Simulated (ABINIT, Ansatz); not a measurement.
# ZrSnSe3 (Pm-3m): zone-centre phonons, part 2 of 3

Wanted: the vibrations of ZrSnSe3 (Pm-3m) at Γ, by two programs.

ABINIT 10.8.3; DFT LDA, scalar-relativistic, plane waves, JTH PAW pseudopotentials.

So far. Step 2 (Relaxing the cell and atoms): The volume changes by +0.3 % from the cell with which this run began. Step 4 (Zone-centre response): The acoustic modes at Γ come out as far as 6.1 cm⁻¹ from zero, where they should vanish, a small numerical error. The lowest optical mode is imaginary, 100i cm⁻¹, an instability at this level and on this k mesh. The relaxed cell has a = 5.110 Å (conventional setting).

The structure was built from a prototype and need not be the compound's stable phase.

## 5. Modes with the sum rule

anaddb reads the merged derivatives and imposes the acoustic sum rule.

anaddb.abi reads:

```
ddb_filepath "gamma_DDB"
output_file "anaddb.abo"
outdata_prefix "anaddb"
asr 1
chneut 1
enunit 2
eivec 1
nph1l 1
qph1l 0.0 0.0 0.0 1.0
```

mrgddb.in reads:

```
gamma_DDB
merged
1
dfpt_gammao_DDB
```

The run is started by

```
mrgddb < mrgddb.in > mrgddb.log
OMP_NUM_THREADS=1 anaddb anaddb.abi > anaddb.log
```

anaddb.abo, the main output file:

```text
-outvars_anaddb: echo values of input variables ----------------------

 Miscellaneous information :
      enunit         2
       eivec         1
         asr         1
 First list of wavevector (reduced coord.) :
       nph1l         1
       qph1l
                     0.00000000E+00  0.00000000E+00  0.00000000E+00    1.000E+00

================================================================================

 read the DDB information and perform some checks

  ==== Info on the Cryst% object ====
 Real(R)+Recip(G) space primitive vectors, cartesian coordinates (Bohr,Bohr^-1):
 R(1)=  9.6565764  0.0000000  0.0000000  G(1)=  0.1035564  0.0000000  0.0000000
 R(2)=  0.0000000  9.6565764  0.0000000  G(2)=  0.0000000  0.1035564  0.0000000
 R(3)=  0.0000000  0.0000000  9.6565764  G(3)=  0.0000000  0.0000000  0.1035564
 Unit cell volume ucvol=  9.0047061E+02 bohr^3
 Angles (23,13,12)=  9.00000000E+01  9.00000000E+01  9.00000000E+01 degrees
 Time-reversal symmetry is present
 Reduced atomic positions [iatom, xred, symbol]:
    1)    0.0000000  0.0000000  0.0000000  Sn
    2)    0.5000000  0.5000000  0.5000000  Zr
    3)    0.5000000  0.5000000  0.0000000  Se
    4)    0.5000000  0.0000000  0.5000000  Se
    5)    0.0000000  0.5000000  0.5000000  Se

 DDB file with 1 blocks has been read.

================================================================================

 Treat the first list of vectors

  Phonon wavevector (reduced coordinates) :  0.00000  0.00000  0.00000
 Phonon energies in Hartree :
  -4.548417E-04 -4.548417E-04 -4.548417E-04 -3.126365E-04 -3.126365E-04
  -3.126365E-04 -2.160289E-04 -2.160289E-04 -2.160289E-04  3.065840E-08
   3.073286E-08  3.095518E-08  1.189809E-03  1.189809E-03  1.189809E-03
 Phonon energies in meV     :
- -1.237687E+01 -1.237687E+01 -1.237687E+01 -8.507273E+00 -8.507273E+00
- -8.507273E+00 -5.878447E+00 -5.878447E+00 -5.878447E+00  8.342576E-04
-  8.362837E-04  8.423332E-04  3.237634E+01  3.237634E+01  3.237634E+01
 Phonon frequencies in cm-1    :
- -9.982622E+01 -9.982622E+01 -9.982622E+01 -6.861579E+01 -6.861579E+01
- -6.861579E+01 -4.741287E+01 -4.741287E+01 -4.741287E+01  6.728741E-03
-  6.745083E-03  6.793876E-03  2.611328E+02  2.611328E+02  2.611328E+02
 Phonon frequencies in Thz     :
- -2.992715E+00 -2.992715E+00 -2.992715E+00 -2.057050E+00 -2.057050E+00
- -2.057050E+00 -1.421402E+00 -1.421402E+00 -1.421402E+00  2.017226E-04
-  2.022125E-04  2.036753E-04  7.828565E+00  7.828565E+00  7.828565E+00
 Phonon energies in Kelvin  :
- -1.436277E+02 -1.436277E+02 -1.436277E+02 -9.872281E+01 -9.872281E+01
- -9.872281E+01 -6.821655E+01 -6.821655E+01 -6.821655E+01  9.681158E-03
-  9.704670E-03  9.774871E-03  3.757118E+02  3.757118E+02  3.757118E+02

 Eigendisplacements
 (will be given, for each mode : in cartesian coordinates
   for each atom the real part of the displacement vector,
   then the imaginary part of the displacement vector - absolute values smaller than 1.0d-7 are set to zero)
  Mode number    1   Energy   -4.548417E-04
 Attention : low frequency mode.
   (Could be unstable or acoustic mode)
-  1  0.00000000E+00  0.00000000E+00  1.60911836E-03
-     0.00000000E+00  0.00000000E+00  0.00000000E+00
-  2  0.00000000E+00  0.00000000E+00  2.07266311E-04
-     0.00000000E+00  0.00000000E+00  0.00000000E+00
-  3  0.00000000E+00  0.00000000E+00 -2.28775396E-04
-     0.00000000E+00  0.00000000E+00  0.00000000E+00
-  4  0.00000000E+00  0.00000000E+00 -1.21508243E-03
-     0.00000000E+00  0.00000000E+00  0.00000000E+00
-  5  0.00000000E+00  0.00000000E+00 -1.21508243E-03
-     0.00000000E+00  0.00000000E+00  0.00000000E+00
  Mode number    2   Energy   -4.548417E-04
 Attention : low frequency mode.
   (Could be unstable or acoustic mode)
-  1  0.00000000E+00 -1.60911836E-03  0.00000000E+00
-     0.00000000E+00  0.00000000E+00  0.00000000E+00
-  2  0.00000000E+00 -2.07266311E-04  0.00000000E+00
-     0.00000000E+00  0.00000000E+00  0.00000000E+00
-  3  0.00000000E+00  1.21508243E-03  0.00000000E+00
-     0.00000000E+00  0.00000000E+00  0.00000000E+00
-  4  0.00000000E+00  2.28775396E-04  0.00000000E+00
-     0.00000000E+00  0.00000000E+00  0.00000000E+00
-  5  0.00000000E+00  1.21508243E-03  0.00000000E+00
-     0.00000000E+00  0.00000000E+00  0.00000000E+00
  Mode number    3   Energy   -4.548417E-04
 Attention : low frequency mode.
   (Could be unstable or acoustic mode)
-  1  1.60911836E-03  0.00000000E+00  0.00000000E+00
-     0.00000000E+00  0.00000000E+00  0.00000000E+00
-  2  2.07266311E-04  0.00000000E+00  0.00000000E+00
-     0.00000000E+00  0.00000000E+00  0.00000000E+00
-  3 -1.21508243E-03  0.00000000E+00  0.00000000E+00
-     0.00000000E+00  0.00000000E+00  0.00000000E+00
-  4 -1.21508243E-03  0.00000000E+00  0.00000000E+00
-     0.00000000E+00  0.00000000E+00  0.00000000E+00
-  5 -2.28775396E-04  0.00000000E+00  0.00000000E+00
-     0.00000000E+00  0.00000000E+00  0.00000000E+00
  Mode number    4   Energy   -3.126365E-04
 Attention : low frequency mode.
   (Could be unstable or acoustic mode)
-  1  0.00000000E+00  0.00000000E+00  0.00000000E+00
-     0.00000000E+00  0.00000000E+00  0.00000000E+00
-  2  0.00000000E+00  0.00000000E+00  0.00000000E+00
-     0.00000000E+00  0.00000000E+00  0.00000000E+00
-  3  0.00000000E+00  0.00000000E+00  0.00000000E+00
-     0.00000000E+00  0.00000000E+00  0.00000000E+00
-  4  0.00000000E+00  0.00000000E+00 -1.86380890E-03
-     0.00000000E+00  0.00000000E+00  0.00000000E+00
-  5  0.00000000E+00  0.00000000E+00  1.86380890E-03
-     0.00000000E+00  0.00000000E+00  0.00000000E+00
  Mode number    5   Energy   -3.126365E-04
 Attention : low frequency mode.
   (Could be unstable or acoustic mode)
-  1  0.00000000E+00  0.00000000E+00  0.00000000E+00
-     0.00000000E+00  0.00000000E+00  0.00000000E+00
-  2  0.00000000E+00  0.00000000E+00  0.00000000E+00
-     0.00000000E+00  0.00000000E+00  0.00000000E+00
-  3  0.00000000E+00 -1.86380890E-03  0.00000000E+00
-     0.00000000E+00  0.00000000E+00  0.00000000E+00
-  4  0.00000000E+00  0.00000000E+00  0.00000000E+00
-     0.00000000E+00  0.00000000E+00  0.00000000E+00
-  5  0.00000000E+00  1.86380890E-03  0.00000000E+00
-     0.00000000E+00  0.00000000E+00  0.00000000E+00
  Mode number    6   Energy   -3.126365E-04
 Attention : low frequency mode.
   (Could be unstable or acoustic mode)
-  1  0.00000000E+00  0.00000000E+00  0.00000000E+00
-     0.00000000E+00  0.00000000E+00  0.00000000E+00
-  2  0.00000000E+00  0.00000000E+00  0.00000000E+00
-     0.00000000E+00  0.00000000E+00  0.00000000E+00
-  3  1.86380890E-03  0.00000000E+00  0.00000000E+00
-     0.00000000E+00  0.00000000E+00  0.00000000E+00
-  4 -1.86380890E-03  0.00000000E+00  0.00000000E+00
-     0.00000000E+00  0.00000000E+00  0.00000000E+00
-  5  0.00000000E+00  0.00000000E+00  0.00000000E+00
-     0.00000000E+00  0.00000000E+00  0.00000000E+00
  Mode number    7   Energy   -2.160289E-04
 Attention : low frequency mode.
   (Could be unstable or acoustic mode)
-  1  0.00000000E+00  0.00000000E+00 -8.96618983E-04
-     0.00000000E+00  0.00000000E+00  0.00000000E+00
-  2  0.00000000E+00  0.00000000E+00  1.76421368E-03
-     0.00000000E+00  0.00000000E+00  0.00000000E+00
-  3  0.00000000E+00  0.00000000E+00  9.19778041E-04
-     0.00000000E+00  0.00000000E+00  0.00000000E+00
-  4  0.00000000E+00  0.00000000E+00 -8.05315230E-04
-     0.00000000E+00  0.00000000E+00  0.00000000E+00
-  5  0.00000000E+00  0.00000000E+00 -8.05315230E-04
-     0.00000000E+00  0.00000000E+00  0.00000000E+00
  Mode number    8   Energy   -2.160289E-04
 Attention : low frequency mode.
   (Could be unstable or acoustic mode)
-  1  0.00000000E+00  8.96618983E-04  0.00000000E+00
-     0.00000000E+00  0.00000000E+00  0.00000000E+00
-  2  0.00000000E+00 -1.76421368E-03  0.00000000E+00
-     0.00000000E+00  0.00000000E+00  0.00000000E+00
-  3  0.00000000E+00  8.05315230E-04  0.00000000E+00
-     0.00000000E+00  0.00000000E+00  0.00000000E+00
-  4  0.00000000E+00 -9.19778041E-04  0.00000000E+00
-     0.00000000E+00  0.00000000E+00  0.00000000E+00
-  5  0.00000000E+00  8.05315230E-04  0.00000000E+00
-     0.00000000E+00  0.00000000E+00  0.00000000E+00
  Mode number    9   Energy   -2.160289E-04
 Attention : low frequency mode.
   (Could be unstable or acoustic mode)
-  1  8.96618983E-04  0.00000000E+00  0.00000000E+00
-     0.00000000E+00  0.00000000E+00  0.00000000E+00
-  2 -1.76421368E-03  0.00000000E+00  0.00000000E+00
-     0.00000000E+00  0.00000000E+00  0.00000000E+00
-  3  8.05315230E-04  0.00000000E+00  0.00000000E+00
-     0.00000000E+00  0.00000000E+00  0.00000000E+00
-  4  8.05315230E-04  0.00000000E+00  0.00000000E+00
-     0.00000000E+00  0.00000000E+00  0.00000000E+00
-  5 -9.19778041E-04  0.00000000E+00  0.00000000E+00
-     0.00000000E+00  0.00000000E+00  0.00000000E+00
  Mode number   10   Energy    3.065840E-08
 Attention : low frequency mode.
   (Could be unstable or acoustic mode)
-  1  0.00000000E+00  0.00000000E+00 -1.10803207E-03
-     0.00000000E+00  0.00000000E+00  0.00000000E+00
-  2  0.00000000E+00  0.00000000E+00 -1.10822654E-03
-     0.00000000E+00  0.00000000E+00  0.00000000E+00
-  3  0.00000000E+00  0.00000000E+00 -1.10812222E-03
-     0.00000000E+00  0.00000000E+00  0.00000000E+00
-  4  0.00000000E+00  0.00000000E+00 -1.10790519E-03
-     0.00000000E+00  0.00000000E+00  0.00000000E+00
-  5  0.00000000E+00  0.00000000E+00 -1.10790519E-03
-     0.00000000E+00  0.00000000E+00  0.00000000E+00
  Mode number   11   Energy    3.073286E-08
 Attention : low frequency mode.
   (Could be unstable or acoustic mode)
-  1  0.00000000E+00 -1.10803207E-03  0.00000000E+00
-     0.00000000E+00  0.00000000E+00  0.00000000E+00
-  2  0.00000000E+00 -1.10822654E-03  0.00000000E+00
-     0.00000000E+00  0.00000000E+00  0.00000000E+00
-  3  0.00000000E+00 -1.10790519E-03  0.00000000E+00
-     0.00000000E+00  0.00000000E+00  0.00000000E+00
-  4  0.00000000E+00 -1.10812222E-03  0.00000000E+00
-     0.00000000E+00  0.00000000E+00  0.00000000E+00
-  5  0.00000000E+00 -1.10790519E-03  0.00000000E+00
-     0.00000000E+00  0.00000000E+00  0.00000000E+00
  Mode number   12   Energy    3.095518E-08
 Attention : low frequency mode.
   (Could be unstable or acoustic mode)
-  1  1.10803207E-03  0.00000000E+00  0.00000000E+00
-     0.00000000E+00  0.00000000E+00  0.00000000E+00
-  2  1.10822654E-03  0.00000000E+00  0.00000000E+00
-     0.00000000E+00  0.00000000E+00  0.00000000E+00
-  3  1.10790519E-03  0.00000000E+00  0.00000000E+00
-     0.00000000E+00  0.00000000E+00  0.00000000E+00
-  4  1.10790519E-03  0.00000000E+00  0.00000000E+00
-     0.00000000E+00  0.00000000E+00  0.00000000E+00
-  5  1.10812222E-03  0.00000000E+00  0.00000000E+00
-     0.00000000E+00  0.00000000E+00  0.00000000E+00
  Mode number   13   Energy    1.189809E-03
-  1  0.00000000E+00  0.00000000E+00  1.59480235E-05
-     0.00000000E+00  0.00000000E+00  0.00000000E+00
-  2  0.00000000E+00  0.00000000E+00  1.27670387E-03
-     0.00000000E+00  0.00000000E+00  0.00000000E+00
-  3  0.00000000E+00  0.00000000E+00 -2.19574647E-03
-     0.00000000E+00  0.00000000E+00  0.00000000E+00
-  4  0.00000000E+00  0.00000000E+00  3.48384513E-04
-     0.00000000E+00  0.00000000E+00  0.00000000E+00
-  5  0.00000000E+00  0.00000000E+00  3.48384513E-04
-     0.00000000E+00  0.00000000E+00  0.00000000E+00
  Mode number   14   Energy    1.189809E-03
-  1  0.00000000E+00 -1.59480235E-05  0.00000000E+00
-     0.00000000E+00  0.00000000E+00  0.00000000E+00
-  2  0.00000000E+00 -1.27670387E-03  0.00000000E+00
-     0.00000000E+00  0.00000000E+00  0.00000000E+00
-  3  0.00000000E+00 -3.48384513E-04  0.00000000E+00
-     0.00000000E+00  0.00000000E+00  0.00000000E+00
-  4  0.00000000E+00  2.19574647E-03  0.00000000E+00
-     0.00000000E+00  0.00000000E+00  0.00000000E+00
-  5  0.00000000E+00 -3.48384513E-04  0.00000000E+00
-     0.00000000E+00  0.00000000E+00  0.00000000E+00
  Mode number   15   Energy    1.189809E-03
-  1  1.59480235E-05  0.00000000E+00  0.00000000E+00
-     0.00000000E+00  0.00000000E+00  0.00000000E+00
-  2  1.27670387E-03  0.00000000E+00  0.00000000E+00
-     0.00000000E+00  0.00000000E+00  0.00000000E+00
-  3  3.48384513E-04  0.00000000E+00  0.00000000E+00
-     0.00000000E+00  0.00000000E+00  0.00000000E+00
-  4  3.48384513E-04  0.00000000E+00  0.00000000E+00
-     0.00000000E+00  0.00000000E+00  0.00000000E+00
-  5 -2.19574647E-03  0.00000000E+00  0.00000000E+00
-     0.00000000E+00  0.00000000E+00  0.00000000E+00

 Analysis of degeneracies and characters (maximum tolerance=1.00E-06 a.u.)
 For each vibration mode, or group of modes if degenerate,
 the characters are given for each symmetry operation (see the list in the log file).
 Symmetry characters of vibration mode #   1
       degenerate with vibration modes #   2 to    3
  3.0 -3.0 -1.0  1.0 -1.0  1.0 -1.0  1.0  1.0 -1.0 -1.0  1.0  1.0 -1.0 -1.0  1.0
 -0.0  0.0 -0.0  0.0  0.0 -0.0  0.0 -0.0  1.0 -1.0 -1.0  1.0 -1.0  1.0  1.0 -1.0
 -0.0  0.0  0.0 -0.0  0.0 -0.0 -0.0  0.0  1.0 -1.0  1.0 -1.0 -1.0  1.0 -1.0  1.0
 Symmetry characters of vibration mode #   4
       degenerate with vibration modes #   5 to    6
  3.0 -3.0 -1.0  1.0 -1.0  1.0 -1.0  1.0 -1.0  1.0  1.0 -1.0 -1.0  1.0  1.0 -1.0
  0.0 -0.0  0.0 -0.0 -0.0  0.0 -0.0  0.0 -1.0  1.0  1.0 -1.0  1.0 -1.0 -1.0  1.0
  0.0 -0.0 -0.0  0.0 -0.0  0.0  0.0 -0.0 -1.0  1.0 -1.0  1.0  1.0 -1.0  1.0 -1.0
 Symmetry characters of vibration mode #   7
       degenerate with vibration modes #   8 to    9
  3.0 -3.0 -1.0  1.0 -1.0  1.0 -1.0  1.0  1.0 -1.0 -1.0  1.0  1.0 -1.0 -1.0  1.0
 -0.0  0.0  0.0 -0.0 -0.0  0.0 -0.0  0.0  1.0 -1.0 -1.0  1.0 -1.0  1.0  1.0 -1.0
 -0.0  0.0 -0.0  0.0 -0.0  0.0  0.0 -0.0  1.0 -1.0  1.0 -1.0 -1.0  1.0 -1.0  1.0
 Symmetry characters of vibration mode #  10
       degenerate with vibration modes #  11 to   12
  3.0 -3.0 -1.0  1.0 -1.0  1.0 -1.0  1.0  1.0 -1.0 -1.0  1.0  1.0 -1.0 -1.0  1.0
  0.0 -0.0 -0.0  0.0 -0.0  0.0  0.0 -0.0  1.0 -1.0 -1.0  1.0 -1.0  1.0  1.0 -1.0
  0.0 -0.0 -0.0  0.0  0.0 -0.0 -0.0  0.0  1.0 -1.0  1.0 -1.0 -1.0  1.0 -1.0  1.0
 Symmetry characters of vibration mode #  13
       degenerate with vibration modes #  14 to   15
  3.0 -3.0 -1.0  1.0 -1.0  1.0 -1.0  1.0  1.0 -1.0 -1.0  1.0  1.0 -1.0 -1.0  1.0
 -0.0  0.0 -0.0  0.0 -0.0  0.0  0.0 -0.0  1.0 -1.0 -1.0  1.0 -1.0  1.0  1.0 -1.0
 -0.0  0.0 -0.0  0.0  0.0 -0.0 -0.0  0.0  1.0 -1.0  1.0 -1.0 -1.0  1.0 -1.0  1.0
-
```

Run time: 0.53 s. Hardware: 1 thread of Arm Neoverse V1, shared host.

Read from the output:

```
lowest optical zone-centre mode : -99.83 cm⁻¹
```

No LO-TO term; unit eigenvectors of the mass-weighted matrix, from anaddb's displacements. The modes at Γ (shares of kinetic energy by element, %) (negative means imaginary):

```tsv
mode	frequency (cm⁻¹)	symmetry	Sn %	Zr %	Se %
1	-99.8	T1u	56	1	43
2	-99.8	T1u	56	1	43
3	-99.8	T1u	56	1	43
4	-68.6	T2u	0	0	100
5	-68.6	T2u	0	0	100
6	-68.6	T2u	0	0	100
7	-47.4	T1u	17	52	31
8	-47.4	T1u	17	52	31
9	-47.4	T1u	17	52	31
10	0.0	acoustic	27	20	53
11	0.0	acoustic	27	20	53
12	0.0	acoustic	27	20	53
13	261.1	T1u	0	27	73
14	261.1	T1u	0	27	73
15	261.1	T1u	0	27	73
```

Displacements in mode 1 (-99.8 cm⁻¹), the largest set to 1:
```
Sn1  0.00  0.00  1.00
Zr2  0.00  0.00  0.13
Se3  0.00  0.00 -0.14
Se4  0.00  0.00 -0.76
Se5  0.00  0.00 -0.76
```

Displacements in mode 13 (261.1 cm⁻¹), the largest set to 1:
```
Sn1  0.00  0.00  0.01
Zr2  0.00  0.00  0.58
Se3  0.00  0.00 -1.00
Se4  0.00  0.00  0.16
Se5  0.00  0.00  0.16
```

The rule also moves an optical mode by 0.4 cm⁻¹.

(Part 2 of 3 ends here.)

[Host names and launcher messages were left out of these logs when they were recorded.]

[Logs are printed without paths, hosts, clocks, repeated set-up lines and the standing remarks that a program may print on its own settings, such as how far it seeks lower states.]

[Hosts, paths, dates, database ids (printed as entryN), source tags and the programs' standing remarks are cut or masked in the printed files.]
